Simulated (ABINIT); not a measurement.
**LiHF2 (C2/m): G0W0 in ABINIT against the exchange cutoff**

Aim: move the exchange cutoff of a G0W0 run on LiHF2 (C2/m) over a wide range.

Calculated with ABINIT 10.8.3; PBEsol and many-body steps on it, plane waves.

## Step 1: Starting point

The structure is monoclinic, space group C2/m (No. 12). The conventional cell has a = 5.095 Å, b = 3.070 Å, c = 4.903 Å, α = 90.00°, β = 121.02°, γ = 90.00°. Nearest to Li lie 6 F at 2.00 to 2.04 Å. H has 2 F at 1.14 Å nearest. F has 1 H at 1.14 Å and 3 Li at 2.00 to 2.04 Å nearest. Farther neighbours and most contacts between anions are not listed.

The cell and positions are those that the Materials Project relaxed with its own functionals (PBE, PBE+U or r2SCAN), kept fixed.

## Step 2: Screening, 4×4×2 mesh, 22 bands, screening to 106.1 eV

This step: ABINIT 10.8.3; RPA screening on PBEsol, plane waves, norm-conserving pseudopotentials.

The RPA dielectric matrix is built and inverted for each q.

run.abi

```
acell 3*1.0 Angstrom
rprim 
  2.547496000000 -1.534899000000 0.000000000000
  2.547496000000 1.534899000000 0.000000000000
  -2.526944000000 -0.000000000000 4.201520000000
ntypat 3
znucl 3 1 9
natom 4
typat 1 2 3 3
xred 
  0.000000000000 0.000000000000 0.000000000000
  0.000000000000 0.000000000000 0.500000000000
  0.209803000000 0.209803000000 0.750702000000
  0.790197000000 0.790197000000 0.249298000000
pp_dirpath "pseudos"
pseudos "Li.upf, H.upf, F.upf"
ecut 36
ngkpt 4 4 2
nshiftk 1
shiftk 0 0 0
kptopt 1
chksymbreak 0
istwfk *1
occopt 1
irdwfk 1
optdriver 3
nband 22
ecuteps 3.9
inclvkb 2
awtr 1
symchi 1
indata_prefix "in"
outdata_prefix "out"
tmpdata_prefix "tmp"
```

Command:

```console
> OMP_NUM_THREADS=1 mpirun -n 4 abinit run.abi > log
```

What it wrote:

```text
.Version 10.8.3 of ABINIT. v10.8.2 released Aug 2026.

 Symmetries : space group C2/m (# 12); Bravais mC (1-face-center monocl.)
[... echo of the input left out ...]
== DATASET  1 ==================================================================
-   mpi_nproc: 4, omp_nthreads: 1 (-1 if OMP is not activated)

--- !DatasetInfo
iteration_state: {dtset: 1, }
dimensions: {natom: 4, nkpt: 14, mband: 22, nsppol: 1, nspinor: 1, nspden: 1, mpw: 2327, }
cutoff_energies: {ecut:  36.0, pawecutdg:  -1.0, }
electrons: {nelect:   1.80000000E+01, charge:   0.00000000E+00, occopt:   1.00000000E+00, tsmear:   1.00000000E-02, }

 SCREENING: Calculation of the susceptibility and dielectric matrices

 Based on a program developped by R.W. Godby, V. Olevano, G. Onida, and L. Reining.
 Incorporated in ABINIT by V. Olevano, G.-M. Rignanese, and M. Torrent.
.Using double precision arithmetic ; gwpc =  8

[... cell and pseudopotentials left out ...]
--------------------------------------------------------------------------------

 ==== K-mesh for the wavefunctions ====
 Number of points in the irreducible wedge :    14
[... list of points left out ...]
 Together with  4 symmetry operations and time-reversal symmetry
 yields    32 points in the full Brillouin Zone.

 ==== Q-mesh for the screening function ====
 Number of points in the irreducible wedge :    14
[... list of points left out ...]
 Together with  4 symmetry operations and time-reversal symmetry
 yields    32 points in the full Brillouin Zone.

 setmesh: FFT mesh size selected  =    20x   20x   30
          total number of points  =        12000

 vcoul_init : cutoff-mode = AUXILIARY_FUNCTION
 q-points for optical limit:   1
     1)      0.000010    0.000020    0.000030

- screening: taking advantage of time-reversal symmetry
- Maximum band index for partially occupied states nbvw = 9
- Remaining bands to be divided among processors   nbcw = 13
- Number of bands treated by each node ~3

 Number of electrons calculated from density =   18.0000; Expected =   18.0000
 average of density, n =  0.081179
 r_s =    1.4327
 omega_plasma =   27.4839 [eV]

 calculating chi0 at frequencies [eV] :
  1    0.000000E+00    0.000000E+00
  2    0.000000E+00    2.748392E+01

--------------------------------------------------------------------------------
  q-point number  1        q = ( 0.000000, 0.000000, 0.000000) [r.l.u.]
--------------------------------------------------------------------------------
[... chi0 elements left out ...]
 For q-point:  0.000010 0.000020 0.000030
  dielectric constant =   2.0211
  dielectric constant without local fields =   2.1010

  Average fulfillment of the sum rule on Im[epsilon] for q-point    1 :     20.97  [%]
[... wings left out ...]
  q-point number  2        q = ( 0.250000, 0.000000, 0.000000) [r.l.u.]
--------------------------------------------------------------------------------
[... chi0 elements left out ...]
  Average fulfillment of the sum rule on Im[epsilon] for q-point    2 :     32.91  [%]

 [... 12 further q-points ...]
```

It took 3.8 s on 4 MPI ranks of Arm Neoverse V2, shared host; peak memory 0.42 GiB.

Numbers from this step:

```yaml
eps_infinity_with_local_fields_on_this_mesh_along_the_program_s_q_direction: 2.021
the_same_without_local_fields: 2.101
plasma_frequency: 27.48 eV
plane_waves_in_the_screening_matrix: 89
```

Local fields lower ε∞ by 4 %. On a Γ-centred mesh this coarse the value itself is usually too large, while a short band sum pulls it down.

## Step 3: 3.6 Ha

This step: G0W0 on PBEsol, plane waves, norm-conserving pseudopotentials.

Edit run.abi of step 2 so:

```diff
@@ -25,8 +25,17 @@
 irdwfk 1
-optdriver 3
+optdriver 4
 nband 22
+gwcalctyp 0
+ecutsigx 3.6
+symsigma 1
+nkptgw 2
+kptgw 
+  0.0000000000 0.0000000000 0.5000000000
+  0.0000000000 0.0000000000 0.0000000000
+bdgw 
+  8 11
+  8 11
 ecuteps 3.9
-inclvkb 2
-awtr 1
-symchi 1
+irdscr 1
+ppmodel 1
 indata_prefix "in"
```

What it wrote:

```text
.Version 10.8.3 of ABINIT. v10.8.2 released Aug 2026.

 Symmetries : space group C2/m (# 12); Bravais mC (1-face-center monocl.)
[... echo of the input left out ...]
== DATASET  1 ==================================================================
-   mpi_nproc: 4, omp_nthreads: 1 (-1 if OMP is not activated)

--- !DatasetInfo
iteration_state: {dtset: 1, }
dimensions: {natom: 4, nkpt: 14, mband: 22, nsppol: 1, nspinor: 1, nspden: 1, mpw: 2327, }
cutoff_energies: {ecut:  36.0, pawecutdg:  -1.0, }
electrons: {nelect:   1.80000000E+01, charge:   0.00000000E+00, occopt:   1.00000000E+00, tsmear:   1.00000000E-02, }

 SIGMA: Calculation of the GW corrections

 Based on a program developped by R.W. Godby, V. Olevano, G. Onida, and L. Reining.
 Incorporated in ABINIT by V. Olevano, G.-M. Rignanese, and M. Torrent.
.Using double precision arithmetic ; gwpc =  8

[... cell and pseudopotentials left out ...]
--------------------------------------------------------------------------------

 ==== K-mesh for the wavefunctions ====
 Number of points in the irreducible wedge :    14
[... list of points left out ...]
 Together with  4 symmetry operations and time-reversal symmetry
 yields    32 points in the full Brillouin Zone.

 ==== Q-mesh for screening function ====
 Number of points in the irreducible wedge :    14
[... list of points left out ...]
 Together with  4 symmetry operations and time-reversal symmetry
 yields    32 points in the full Brillouin Zone.

 vcoul_init : cutoff-mode = AUXILIARY_FUNCTION
 q-points for optical limit:   1
     1)      0.000010    0.000020    0.000030
 setmesh: FFT mesh size selected  =    18x   18x   30
          total number of points  =         9720

 Number of electrons calculated from density =   18.0000; Expected =   18.0000
 average of density, n =  0.081179
 r_s =    1.4327
 omega_plasma =   27.4839 [eV]

 === KS Band Gaps ===
  >>>> For spin  1
   Minimum direct gap =   8.5313 [eV], located at k-point      :   0.0000  0.0000  0.0000
   Fundamental gap    =   8.4081 [eV], Top of valence bands at :   0.0000  0.0000  0.5000
                                       Bottom of conduction at :   0.0000  0.0000  0.0000
 SIGMA fundamental parameters:
 PLASMON POLE MODEL  1
 number of plane-waves for SigmaX                   81
 number of plane-waves for SigmaC and W             81
 number of plane-waves for wavefunctions          2327
 number of bands                                    22
 number of independent spin polarizations            1
 number of spinorial components                      1
 number of k-points in IBZ                          14
 number of q-points in IBZ                          14
 number of symmetry operations                       4
 number of k-points in BZ                           32
 number of q-points in BZ                           32
 number of frequencies for dSigma/dE                 9
 frequency step for dSigma/dE [eV]                0.25
 number of omega for Sigma on real axis              0
 max omega for Sigma on real axis  [eV]           0.00
 zcut for avoiding poles [eV]                     0.10

 EPSILON^-1 parameters (SCR file):
 dimension of the eps^-1 matrix on file             89
 dimension of the eps^-1 matrix used                81
 number of plane-waves for wavefunctions          2327
 number of bands                                    22
 number of q-points in IBZ                          14
 number of frequencies                               2
 number of real frequencies                          1
 number of imag frequencies                          1

 matrix elements of self-energy operator (all in [eV])

 Perturbative Calculation

--- !SelfEnergy_ee
iteration_state: {dtset: 1, }
kpoint     : [   0.000,    0.000,    0.500, ]
spin       : 1
KS_gap     :    9.591
QP_gap     :   12.175
Delta_QP_KS:    2.584
data: !SigmaeeData |
     Band     E0 <VxcDFT>   SigX SigC(E0)      Z dSigC/dE  Sig(E)    E-E0       E
        8  -2.711 -22.449 -26.061   4.889   0.832  -0.202 -21.387   1.062  -1.649
        9  -2.601 -22.716 -26.333   4.841   0.834  -0.200 -21.696   1.020  -1.581
       10   6.990 -10.436  -4.196  -2.231   0.899  -0.112  -6.832   3.604  10.594
       11   9.683 -11.936  -4.608  -2.370   0.893  -0.120  -7.509   4.427  14.109

--- !SelfEnergy_ee
iteration_state: {dtset: 1, }
kpoint     : [   0.000,    0.000,    0.000, ]
spin       : 1
KS_gap     :    8.531
QP_gap     :   10.614
Delta_QP_KS:    2.082
data: !SigmaeeData |
     Band     E0 <VxcDFT>   SigX SigC(E0)      Z dSigC/dE  Sig(E)    E-E0       E
        8  -2.809 -22.503 -26.259   4.845   0.833  -0.200 -21.596   0.907  -1.902
        9  -2.724 -23.300 -25.930   4.566   0.835  -0.197 -21.683   1.617  -1.107
       10   5.807 -10.780  -4.391  -2.281   0.901  -0.110  -7.081   3.700   9.507
       11  10.146  -8.563  -2.804  -2.446   0.905  -0.104  -5.563   3.000  13.146

== END DATASET(S) ==============================================================
================================================================================

 -outvars: echo values of variables after computation  --------
           etotal      0.0000000000E+00
            nband          22
             nkpt          14
          spgroup          12
 [... the other variables as echoed above ...]

 Calculation completed.
```

The job ended after 2.1 s (4 MPI ranks; peak memory 0.11 GiB; 8.1 s of CPU time).

This step gave:

| Item | Value |
| --- | --- |
| G0W0 gap on the points computed | 10.61 eV |
| starting gap on the mesh | 8.408 eV |
| k of the valence top | 0, 0, 0 |
| k of the conduction bottom | 0, 0, 0 |
| Z at the valence top | 0.835 |
| Z at the conduction bottom | 0.901 |
| least direct G0W0 gap on the computed points | 10.61 eV |

## Step 4: 7.2 Ha

Edit run.abi of step 3 so:

```diff
@@ -28,3 +28,3 @@
 gwcalctyp 0
-ecutsigx 3.6
+ecutsigx 7.2
 symsigma 1
```

What it wrote:

```text
.Version 10.8.3 of ABINIT. v10.8.2 released Aug 2026.

 Symmetries : space group C2/m (# 12); Bravais mC (1-face-center monocl.)
[... echo of the input left out ...]
== DATASET  1 ==================================================================
-   mpi_nproc: 4, omp_nthreads: 1 (-1 if OMP is not activated)

--- !DatasetInfo
iteration_state: {dtset: 1, }
dimensions: {natom: 4, nkpt: 14, mband: 22, nsppol: 1, nspinor: 1, nspden: 1, mpw: 2327, }
cutoff_energies: {ecut:  36.0, pawecutdg:  -1.0, }
electrons: {nelect:   1.80000000E+01, charge:   0.00000000E+00, occopt:   1.00000000E+00, tsmear:   1.00000000E-02, }

 SIGMA: Calculation of the GW corrections

 Based on a program developped by R.W. Godby, V. Olevano, G. Onida, and L. Reining.
 Incorporated in ABINIT by V. Olevano, G.-M. Rignanese, and M. Torrent.
.Using double precision arithmetic ; gwpc =  8

[... cell and pseudopotentials left out ...]
--------------------------------------------------------------------------------

 ==== K-mesh for the wavefunctions ====
 Number of points in the irreducible wedge :    14
[... list of points left out ...]
 Together with  4 symmetry operations and time-reversal symmetry
 yields    32 points in the full Brillouin Zone.

 ==== Q-mesh for screening function ====
 Number of points in the irreducible wedge :    14
[... list of points left out ...]
 Together with  4 symmetry operations and time-reversal symmetry
 yields    32 points in the full Brillouin Zone.

 vcoul_init : cutoff-mode = AUXILIARY_FUNCTION
 q-points for optical limit:   1
     1)      0.000010    0.000020    0.000030
 setmesh: FFT mesh size selected  =    20x   20x   32
          total number of points  =        12800

 Number of electrons calculated from density =   18.0000; Expected =   18.0000
[...]
number of omega for Sigma on real axis              0
 max omega for Sigma on real axis  [eV]           0.00
 zcut for avoiding poles [eV]                     0.10

 EPSILON^-1 parameters (SCR file):
 dimension of the eps^-1 matrix on file             89
 dimension of the eps^-1 matrix used                89
 number of plane-waves for wavefunctions          2327
 number of bands                                    22
 number of q-points in IBZ                          14
 number of frequencies                               2
 number of real frequencies                          1
 number of imag frequencies                          1

 matrix elements of self-energy operator (all in [eV])

 Perturbative Calculation

--- !SelfEnergy_ee
iteration_state: {dtset: 1, }
kpoint     : [   0.000,    0.000,    0.500, ]
spin       : 1
KS_gap     :    9.591
QP_gap     :   13.242
Delta_QP_KS:    3.651
data: !SigmaeeData |
     Band     E0 <VxcDFT>   SigX SigC(E0)      Z dSigC/dE  Sig(E)    E-E0       E
        8  -2.711 -22.449 -28.576   4.939   0.831  -0.204 -23.435  -0.986  -3.697
        9  -2.601 -22.716 -28.753   4.973   0.830  -0.205 -23.599  -0.884  -3.484
       10   6.990 -10.436  -5.138  -2.217   0.899  -0.113  -7.668   2.768   9.758
[...]
--- !SelfEnergy_ee
iteration_state: {dtset: 1, }
kpoint     : [   0.000,    0.000,    0.000, ]
spin       : 1
KS_gap     :    8.531
QP_gap     :   11.805
Delta_QP_KS:    3.274
data: !SigmaeeData |
     Band     E0 <VxcDFT>   SigX SigC(E0)      Z dSigC/dE  Sig(E)    E-E0       E
[...]
10   5.807 -10.780  -5.555  -2.263   0.900  -0.111  -8.113   2.667   8.474
       11  10.146  -8.563  -3.234  -2.443   0.905  -0.105  -5.951   2.612  12.758

== END DATASET(S) ==============================================================
================================================================================

 -outvars: echo values of variables after computation  --------
           etotal      0.0000000000E+00
            nband          22
             nkpt          14
          spgroup          12
 [... the other variables as echoed above ...]

 Calculation completed.
```

Run time: 2.1 s. Hardware: 4 MPI ranks; peak memory 0.11 GiB; 8.2 s of CPU time.

This step gave:

* G0W0 gap on the points computed: 11.80 eV
* starting gap on the mesh: 8.408 eV
* k of the valence top: 0, 0, 0
* k of the conduction bottom: 0, 0, 0
* Z at the valence top: 0.833
* Z at the conduction bottom: 0.9
* least direct G0W0 gap on the computed points: 11.80 eV

(Part 1 of 2 ends here.)

[Paths, hosts, dates, memory and timing lines, banners, echoed tables and standing remarks are left out of the program output.]

[Logs are printed without paths, hosts, clocks, repeated set-up lines and the standing remarks that a program may print on its own settings, such as how far it seeks lower states.]

[Runs of the session that timed out or met a known fault of the program may be left out.]

[Hosts, paths, dates, database ids (printed as entryN), source tags and the programs' standing remarks are cut or masked in the printed files.]

[G0W0 gaps are taken among the corrected bands and points alone; a level outside them can change the order at an edge.]

[Where Ansatz stands beside ABINIT at settings called matched, ABINIT's density can come from a denser mesh and the files from another edition; pairs whose starting gaps differed by over 0.03 eV were left out, so agreement reads better than it is.]
